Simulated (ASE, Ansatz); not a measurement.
# Twisted Ti2CO2 MXene bilayer, 52.66° (610 atoms): support functions against a reference

Wanted: errors and times of a linear-scaling basis for twisted Ti2CO2 MXene bilayer, 52.66° (610 atoms). A setting counts as converged where the r.m.s. difference of forces stays under 1 % of the r.m.s. force.

Calculated with Ansatz 0.2.0; Kohn-Sham DFT, PBE+D4, PAW (set soft_2), plane waves.

**1. Set-up**

The cell holds 610 atoms: 122 C, 244 Ti and 244 O. Cell: a = 23.665 Å, b = 23.665 Å, c = 23.800 Å, α = 90.0°, β = 90.0°, γ = 120.0°. It derives from Ti2CO2 (Ti2CO2 MXene). Ti2CO2 MXene (a = 3.03 Å) under Ti2CO2 MXene (a = 3.03 Å), bilayer, commensurate cell of 61 unit cells a layer, twist 52.66 deg; facing planes 2.92 Å apart; 12 Å of vacuum; layers as built, displaced by a Gaussian of 0.01 Å. Regions: layer 1, 305 atoms (61 C, 122 Ti and 122 O); layer 2, 305 atoms (61 C, 122 Ti and 122 O). Vacuum lies along c.

Before any run, some limits are plain. Beside vacuum, support functions can miss their usual error bounds without a warning. The main run has no spin polarisation, so moments on Ti can't form in it, and no Hubbard term. The Brillouin zone is sampled at Γ only, in a cell whose shortest periodic width is 20 Å.

**2. Plane-wave single point**

This run is the reference for what follows, at a cutoff of 420 eV.

Contents of input.yaml:

```yaml
crystal:
  lattice:
    - [23.6651, 0.0, 0.0]
    - [-11.83255, 20.49458, 0.0]
    - [0.0, 0.0, 23.8]
  atoms:
    - { symbol: C, position: [0.01561, 0.78669, 0.34564] }
    - { symbol: Ti, position: [0.08671, 0.86312, 0.39995] }
    - { symbol: Ti, position: [0.09312, 0.79214, 0.29053] }
    - { symbol: O, position: [0.09323, 0.79308, 0.43861] }
    - { symbol: O, position: [0.08845, 0.86352, 0.25193] }
    - { symbol: C, position: [0.08186, 0.93556, 0.34513] }
    - { symbol: Ti, position: [0.15307, 0.01017, 0.40062] }
    - { symbol: Ti, position: [0.15824, 0.9395, 0.29059] }
    - { symbol: O, position: [0.15756, 0.93912, 0.43832] }
    - { symbol: O, position: [0.15305, 0.01085, 0.25146] }
    - { symbol: C, position: [0.03305, 0.57398, 0.34504] }
    - { symbol: Ti, position: [0.10321, 0.65056, 0.40042] }
    - { symbol: Ti, position: [0.10915, 0.58007, 0.29029] }
    - { symbol: O, position: [0.10883, 0.57943, 0.43908] }
    - { symbol: O, position: [0.1039, 0.65, 0.25202] }
    - { symbol: C, position: [0.09872, 0.72147, 0.34595] }
    - { symbol: Ti, position: [0.16912, 0.79813, 0.39999] }
    - { symbol: Ti, position: [0.17417, 0.72685, 0.29092] }
    - { symbol: O, position: [0.1749, 0.7259, 0.43832] }
    - { symbol: O, position: [0.17028, 0.798, 0.25282] }
    - { symbol: C, position: [0.16384, 0.86878, 0.3458] }
    - { symbol: Ti, position: [0.23485, 0.94545, 0.40011] }
    - { symbol: Ti, position: [0.24085, 0.87433, 0.29067] }
    - { symbol: O, position: [0.23994, 0.87447, 0.43896] }
    - { symbol: O, position: [0.23514, 0.94527, 0.25224] }
    - { symbol: C, position: [0.04996, 0.36113, 0.3454] }
    - { symbol: Ti, position: [0.12061, 0.43645, 0.40033] }
    - { symbol: Ti, position: [0.12642, 0.36639, 0.29048] }
    - { symbol: O, position: [0.1259, 0.36551, 0.43822] }
    - { symbol: O, position: [0.1208, 0.43744, 0.25195] }
    - { symbol: C, position: [0.11554, 0.50828, 0.34518] }
    - { symbol: Ti, position: [0.18552, 0.58428, 0.40078] }
    [... 572 atom lines left out ...]
    - { symbol: O, position: [0.1133, 0.88948, 0.56195] }
    - { symbol: C, position: [0.20681, 0.19043, 0.65462] }
    - { symbol: Ti, position: [0.13029, 0.11982, 0.70948] }
    - { symbol: Ti, position: [0.13584, 0.19545, 0.59963] }
    - { symbol: O, position: [0.13537, 0.19534, 0.74759] }
    - { symbol: O, position: [0.13023, 0.11896, 0.56133] }
kpoints:
  mp_grid: { grid: [1, 1, 1] }
hamiltonian:
  xc: pbe
  dispersion: d4
scf:
  occupations: { method: fermi_dirac, width: 0.05 }
output:
  forces: true
  populations: intrinsic
  dos:
    method: { smearing: { sigma: 0.1 } }
    de: 0.1
    projected: { site_lists: { C: [C], O: [O], Ti: [Ti] } }
  eigenvalues: true
```

Launch:

```console
> ansatz run input.yaml --threads 32 --pin off --max-ram 143360MiB --backend cuda --events-out ev --progress --plain --runs-dir out
```

Numbers of over 12 decimals in the logs are rounded to 6 here.

Output:

```text
Engine: ansatz 0.2.0, aarch64-unknown-linux-gnu
Pseudopotentials: kind: paw
Pseudopotential: C, paw, valence charge 4, recommended cutoff 420 eV (normal), C.paw.azcp
Pseudopotential: Ti, paw, valence charge 12, recommended cutoff 420 eV (normal), Ti.paw.azcp
Pseudopotential: O, paw, valence charge 6, recommended cutoff 420 eV (normal), O.paw.azcp
Functional definition: PBE
  parameter kappa = 0.804
  parameter beta = 0.066725
  exchange = pbe_x(kappa = kappa, mu = beta*pi^2/3)
  correlation = pbe_c(beta = beta)
device memory: the entry about to start is reckoned to put 72.1 GiB on a device that reports 182.5 GiB free
GPU FFT provider: cuFFT
GPU libraries: cuBLAS 13.8.1, cuFFT 12.4.0, cuSOLVER 12.3.2
GPU matrix products: emulated (plane waves: as basis.precision tells), large ones in fixed point in workspaces of 1.00 GiB
Crystal: 610 atoms, lattice volume = 11543.150 Å³
Basis set: ecut = 420 eV, 225625 PW (Γ), exchange–correlation on 320×320×320 points (8 copies of the dense FFT grid, shifted against one another)
Bands: 3050, of which v1, the nominal top of the filled ones, is band 2440 counted from 1 (2439 counted from 0)
Symmetry: 1 space group operations
Space group: P1 (ITA 1), of the structure as read, at distance tolerance 2.3e-4 Å
k-points: 1
Non-local potential: C, projectors of the file, l = 0: 2, l = 1: 2, l = 2: 1
Non-local potential: Ti, projectors of the file, l = 0: 3, l = 1: 2, l = 2: 3, l = 3: 1
Non-local potential: O, projectors of the file, l = 0: 2, l = 1: 2, l = 2: 1
PAW form: soft (Blöchl's): semilocal exchange-correlation on the pseudo side does not see the compensation charge
PAW one-centre angular grid: C, 110 points (default); XC on 64 Gauss nodes
PAW one-centre angular grid: Ti, 590 points (default); XC on 64 Gauss nodes
PAW one-centre angular grid: O, 110 points (default); XC on 64 Gauss nodes
Initial density: superposition of atomic densities (neutral atoms: chi_scale 0, normalization atom), corrected by the library's trained network
Initial wavefunctions: pseudopotential atomic-orbital guess
GPU buffer pool allocated for 4096000 grid points (all kernels)
GPU transforms: local potential and band sums: pruned to the plane-wave sphere, on 160×160×160
GPU projectors: on the FFT box's points about the atoms, with room for 4708224 of them (16 bands a pass); a geometry past the room, sums that fail their trial, or a want of GPU memory keeps the tables, and a block in half precision can take them where they are the faster
Functional: x = pbe(κ = 0.804, μ = 0.219515), c = pbe(β = 0.066725)
SCF iter   1: F=—  HF=-779744.271670 eV  |F-HF|=—  |Δ(HF+E_count)|=         —  Δρ=5.14e-3  dr2=4.97e0  ethr=1.77e-3  ⟨swp⟩=7.0  Hψ=13026  notcnv=0  defer=12
preconditioner: auto → LDOS  [insulator: Δε(μ)=0.350 eV  Ē_g=8.651 eV  σ=0.050 eV  W_gap=0.94  n_scr=2542 (ndim 8)  ℏωp=18.7 eV  f_vac=0.433  D(μ)=10.53/eV (n_scr^D=20)  ε∞_Penn≈5.7  β→1.0]
SCF iter   2: F=—  HF=-779745.459485 eV  |F-HF|=—  |Δ(HF+E_count)|=    1.19e0  Δρ=8.37e-3  dr2=1.30e1  ethr=1.02e-4  ⟨swp⟩=3.0  Hψ=5697  notcnv=0  defer=256
SCF iter   3: F=—  HF=-779743.755852 eV  |F-HF|=—  |Δ(HF+E_count)|=    1.70e0  Δρ=3.78e-3  dr2=1.88e0  ethr=1.02e-4  ⟨swp⟩=3.0  Hψ=6546  notcnv=0  defer=256
SCF iter   4: F=—  HF=-779743.436260 eV  |F-HF|=—  |Δ(HF+E_count)|=   3.20e-1  Δρ=4.14e-4  dr2=6.79e-2  ethr=3.85e-5  ⟨swp⟩=2.0  Hψ=4294  notcnv=0  defer=256
SCF iter   5: F=—  HF=-779743.382662 eV  |F-HF|=—  |Δ(HF+E_count)|=   5.36e-2  Δρ=2.00e-4  dr2=6.35e-3  ethr=1.39e-6  ⟨swp⟩=4.0  Hψ=6628  notcnv=0  defer=256
SCF iter   6: F=—  HF=-779743.382138 eV  |F-HF|=—  |Δ(HF+E_count)|=   5.24e-4  Δρ=5.34e-5  dr2=3.56e-4  ethr=1.30e-7  ⟨swp⟩=2.0  Hψ=4018  notcnv=0  defer=256
SCF iter   7: F=—  HF=-779743.411325 eV  |F-HF|=—  |Δ(HF+E_count)|=   2.92e-2  Δρ=2.56e-5  dr2=1.31e-4  ethr=7.30e-9  ⟨swp⟩=3.0  Hψ=5161  notcnv=0  defer=255
SCF iter   8: F=—  HF=-779743.411324 eV  |F-HF|=—  |Δ(HF+E_count)|=   6.09e-7  Δρ=9.95e-6  dr2=2.55e-5  ethr=2.69e-9  ⟨swp⟩=3.0  Hψ=4002  notcnv=0  defer=255
SCF iter   9: F=—  HF=-779743.410946 eV  |F-HF|=—  |Δ(HF+E_count)|=   3.79e-4  Δρ=4.17e-6  dr2=1.10e-5  ethr=5.23e-10  ⟨swp⟩=3.0  Hψ=5248  notcnv=0  defer=255
SCF iter  10: F=—  HF=-779743.410946 eV  |F-HF|=—  |Δ(HF+E_count)|=   1.18e-7  Δρ=2.04e-6  dr2=5.37e-6  ethr=2.24e-10  ⟨swp⟩=2.0  Hψ=3929  notcnv=0  defer=255
SCF iter  11: F=—  HF=-779743.410945 eV  |F-HF|=—  |Δ(HF+E_count)|=   3.11e-7  Δρ=1.16e-6  dr2=2.30e-6  ethr=1.10e-10  ⟨swp⟩=2.0  Hψ=3023  notcnv=0  defer=255
SCF iter  12: F=—  HF=-779743.410945 eV  |F-HF|=—  |Δ(HF+E_count)|=   1.35e-7  Δρ=1.23e-6  dr2=3.93e-7  ethr=4.72e-11  ⟨swp⟩=2.0  Hψ=3616  notcnv=0  defer=255
SCF iter  13: F=-779743.410945 eV  HF=-779743.410945 eV  |F-HF|=3.63e-8  |Δ(HF+E_count)|=   3.29e-8  Δρ=5.21e-7  dr2=4.79e-8  ethr=2.05e-12  ⟨swp⟩=13.0  Hψ=10199  notcnv=0
SCF 1 converged in 13 iterations: F = -779743.410945 eV  dr2 = 4.79e-8
  greatest PAW one-centre occupation: 0.999 electrons in one spin orbital (limit 2), on the Ti atom at site 547 (counted from 0), in its partial waves of l = 0
SCF converged after 13 iterations
Free energy (F): -779743.410945 eV
Harris-Foulkes:  -779743.410945 eV  (|F-HF|=3.63e-8)
Internal energy: -779743.241740 eV  (E = F + TS)
E sigma→0 (E₀):  -779743.326343 eV
Entropy (-TS):   -0.169205 eV (-0.277 meV/atom)
Fermi energy:    4.297105 eV
--- Per-component energies (eV) ---
  E_band       = -77729.019039
  E_kinetic    = 120052.003730
  E_local      = -3394082.030951  (includes V_loc(G=0)·N_el)
  E_nonlocal   = 15919.307391
  E_hartree    = 1645585.204934
  E_xc         = -47977.788943
  E_vxc        = -60433.441590  (∫ρ·V_xc dr)
  E_paw        = -305721.470999  (= ΣΔE_a)
  E_vpaw       = -50355.925641  (= ΣTr[D̂ρ^β])
  E_aug_tail   = 0.637750  (compensation charges beyond the density's cutoff)
  E_ewald      = 1186595.604733
  E_disp       = -114.709386  (pairwise vdW)
  E_smearing   = -0.169205  (= −TS)
  E_closure    = -0.000000  (closes the sum)
  Σ components = -779743.410945   (vs F -779743.410945, Δ=0.00e0)
--- Forces (eV/Å), atoms counted from 1 ---
[... 610 lines of forces left out ...]
  max |Σ_I F_I| component: 5.69e-5 eV/Å
--- Band table (eV) ---
[... left out ...]
--- intrinsic populations: 610 sites ---
  site symbol       q [e]
[... 610 lines, one an atom, left out ...]
  spilling = -0.000000 (of n_electrons = 4880.000000)
```

Run time: 23 s. Hardware: 1 × NVIDIA GB200 with 32 threads of Arm Neoverse V2, shared host; peak memory 8.9 GiB.

Reading the cycles: dr2 is the Hartree energy of the density residual (eV), the measure of convergence; HF is the Harris–Foulkes estimate of the energy, which meets the free energy F at convergence.

That memory is the host's; the program planned up to 72.1 GiB on the GPU. Forces of this run were stored rounded, and per-atom blocks of the log weren't kept.

Numbers from this run:

```
free energy                                      : -779743.4109 eV
free energy per atom                             : -1278.2679 eV/atom
SCF cycles                                       : 13
r.m.s. force component                           : 0.1804 eV/Å
longest force                                    : 0.745 eV/Å
Fermi energy                                     : 4.297 eV
spacing of highest filled and lowest empty level : 0.3218 eV
levels partly filled by over 2 per cent          : 7
```

Length of the force by element:

```
element  coordination  atoms  mean length of the force (eV/Å)  spread   least   most
      C           all    122                            0.279   0.113  0.0576  0.549
      O           all    244                            0.276   0.115  0.0365  0.745
     Ti           all    244                            0.304   0.130  0.0536  0.688
```

Intrinsic-atomic-orbital charges by element:

```
element  coordination  atoms  mean charge (e)  spread   least    most
      C           all    122           -0.945  0.0023  -0.950  -0.939
      O           all    244           -0.639  0.0047  -0.658  -0.626
     Ti           all    244             1.11  0.0042    1.10    1.12
```

By region:

```
 region  atoms  mean length of the force (eV/Å)  net charge (e)
layer 1    305                              0.3           -0.05
layer 2    305                            0.276            0.05
```

States in the cell by windows of 1 eV, zero at the Fermi level; some projections on atomic orbitals stand beside the total:

```
from (eV)  to (eV)  total   Ti d    O p    C p   C s
      -14      -12    0.0    0.0    0.0    0.0   0.0
      -12      -11   33.0    1.7    0.8    0.3  18.7
      -11      -10  152.4   25.5    2.7    2.5  94.0
      -10       -9   58.6   13.7    0.4    0.3  40.7
       -9       -7    0.0    0.0    0.0    0.0   0.0
       -7       -6   85.4   21.2   41.4   12.7   0.7
       -6       -5  559.8  138.9  343.0   44.1   2.9
       -5       -4  801.0  163.8  542.5   58.9   7.6
       -4       -3  191.6   55.8   77.9   50.3   1.2
       -3       -2  325.4   92.4   86.5  133.8   1.3
       -2       -1  215.0   59.1   55.8   92.4   0.6
       -1        0   18.5    4.0    5.6    8.4   0.0
        0        1  253.6  201.4   37.8    8.8   1.8
        1        2  587.7  519.4   37.3   20.7   0.4
```

Between -26 and -14 eV lie 488 more states.

The stored curve holds about 2929 of the 4880 electrons; the rest, give or take the few that broadening carries across the Fermi level, lie in deeper levels below its range.

Not all projections were asked for or kept, so they needn't add up to the total.

The levels nearest the highest filled one (over half full), pooled over k-points and spins:

```
level less the highest filled one (eV)  occupation
                                -0.792           2
                                 -0.79           2
                               -0.0175        1.92
                               -0.0139        1.92
                               -0.0061        1.91
                                     0        1.89
                                 0.322       0.055
                                 0.323       0.054
                                 0.331       0.046
                                 0.344       0.036
                                 0.350       0.032
                                 0.355       0.029
```

Mean intrinsic-atomic-orbital charges: C -0.94, O -0.64, Ti +1.11 e. Just under the Fermi level the largest share is C p (52 % of the projected weight), just over it Ti d (74 % of the projected weight).

**3. Local order**

These statistics describe the geometry on which the runs were made.

Normalised to the volume that the atoms fill. Pair distribution functions g(r), in bins of 0.2 Å:

```
r (Å)  total   O-O  O-Ti   O-C  Ti-Ti   Ti-C    C-C
 1.90   2.60  0.00  8.10  0.00   0.00   0.00   0.00
 2.10   1.98  0.00  0.31  0.00   0.00  11.75   0.00
 2.30   0.33  0.00  0.00  0.00   0.00   2.03   0.00
 2.50   0.00  0.00  0.00  0.00   0.00   0.00   0.00
 2.70   0.03  0.00  0.00  0.21   0.00   0.00   0.00
 2.90   1.36  0.27  0.00  8.00   0.13   0.00   0.41
 3.10   3.38  7.31  0.00  0.00  10.36   0.00  13.90
 3.30   0.04  0.27  0.00  0.00   0.00   0.00   0.00
 3.50   0.44  0.24  1.25  0.00   0.00   0.00   0.00
 3.70   1.48  0.24  2.14  0.00   0.00   4.72   0.00
 3.90   0.10  0.23  0.19  0.00   0.00   0.00   0.00
 4.10   0.71  0.20  0.21  3.83   0.00   0.00   0.00
 4.30   0.37  0.21  0.20  0.00   1.69   0.00   0.00
 4.50   0.09  0.17  0.19  0.00   0.03   0.00   0.00
 4.70   2.46  1.60  6.17  0.00   0.06   1.43   0.00
 4.90   0.80  0.21  0.18  0.00   0.17   4.25   0.00
 5.10   0.92  0.17  0.16  5.13   0.17   0.00   0.01
 5.30   1.48  2.54  0.17  0.30   4.86   0.00   4.75
 5.50   0.15  0.16  0.16  0.32   0.16   0.00   0.00
 5.70   0.31  1.19  0.15  0.31   0.15   0.00   0.00
 5.90   0.14  0.14  0.16  0.30   0.15   0.00   0.00
 6.10   0.88  1.93  0.13  0.29   1.93   0.20   3.57
 6.30   1.25  0.41  3.35  0.26   0.14   0.29   0.00
 6.50   0.94  1.46  0.29  0.27   0.14   3.44   0.00
 6.70   0.68  0.13  0.26  3.21   0.15   0.27   0.00
 6.90   0.49  0.13  0.48  0.24   1.52   0.24   0.00
 7.10   0.96  0.12  2.00  0.25   0.13   1.53   0.00
 7.30   0.40  0.17  0.24  1.45   0.16   0.24   0.08
```

Bonds by pair of elements; cutoffs follow the first minimum of g(r), held within bounds set by covalent radii, and pairs that aren't listed don't count as bonded:

```
pair A-B  cutoff (Å)  bonds  mean length (Å)  spread (Å)  shortest (Å)  B about A  A about B
    O-Ti        2.64    732             1.97       0.014          1.93          3          3
    Ti-C        2.64    732             2.19       0.014          2.14          3          6
```

How many atoms have how many bonded neighbours:

```
element  mean    3    6
      C     6    0  122
      O     3  244    0
     Ti     6    0  244
```

Bond angles, per cent of each kind in bins of 5°:

```
angle (°)  C-Ti-O  Ti-C-Ti  Ti-O-Ti  O-Ti-O  C-Ti-C
    80–85    12.2      0.0      0.0     0.0     0.0
    85–90    54.4     40.0      0.0     0.0   100.0
    90–95     0.0     40.0      0.0     0.0     0.0
   95–100     0.0      0.0     28.4    24.9     0.0
  100–105     0.0      0.0     71.6    75.1     0.0
  105–110     0.0      0.0      0.0     0.0     0.0
  110–115     0.0      0.0      0.0     0.0     0.0
  115–120     0.0      0.0      0.0     0.0     0.0
  120–125     0.0      0.0      0.0     0.0     0.0
  125–130     0.0      0.0      0.0     0.0     0.0
  130–135     0.0      0.0      0.0     0.0     0.0
  135–140     0.0      0.0      0.0     0.0     0.0
  140–145     0.0      0.0      0.0     0.0     0.0
  145–150     0.0      0.0      0.0     0.0     0.0
  150–155     0.0      0.0      0.0     0.0     0.0
  155–160     0.0      0.0      0.0     0.0     0.0
  160–165     0.0      0.0      0.0     0.0     0.0
  165–170     5.9      0.0      0.0     0.0     0.0
  170–175    27.5      0.0      0.0     0.0     0.0
  175–180     0.0     20.0      0.0     0.0     0.0
```

Bond angles (no mean is given where the spread exceeds 20°):

```
  angle  count  mean (°)  spread (°)
 C-Ti-O   2196         -           -
Ti-C-Ti   1830         -           -
Ti-O-Ti    732       100         0.6
 O-Ti-O    732       100         0.6
 C-Ti-C    732      87.8         0.5
```

By these cutoffs all C atoms have 6, all O atoms have 3 and all Ti atoms have 6 bonded neighbours.

[end of part 1 of 2]

[Logs are printed without paths, hosts, clocks, repeated set-up lines and the standing remarks that a program may print on its own settings, such as how far it seeks lower states.]

[Hosts, paths, dates, database ids (printed as entryN), source tags and the programs' standing remarks are cut or masked in the printed files.]
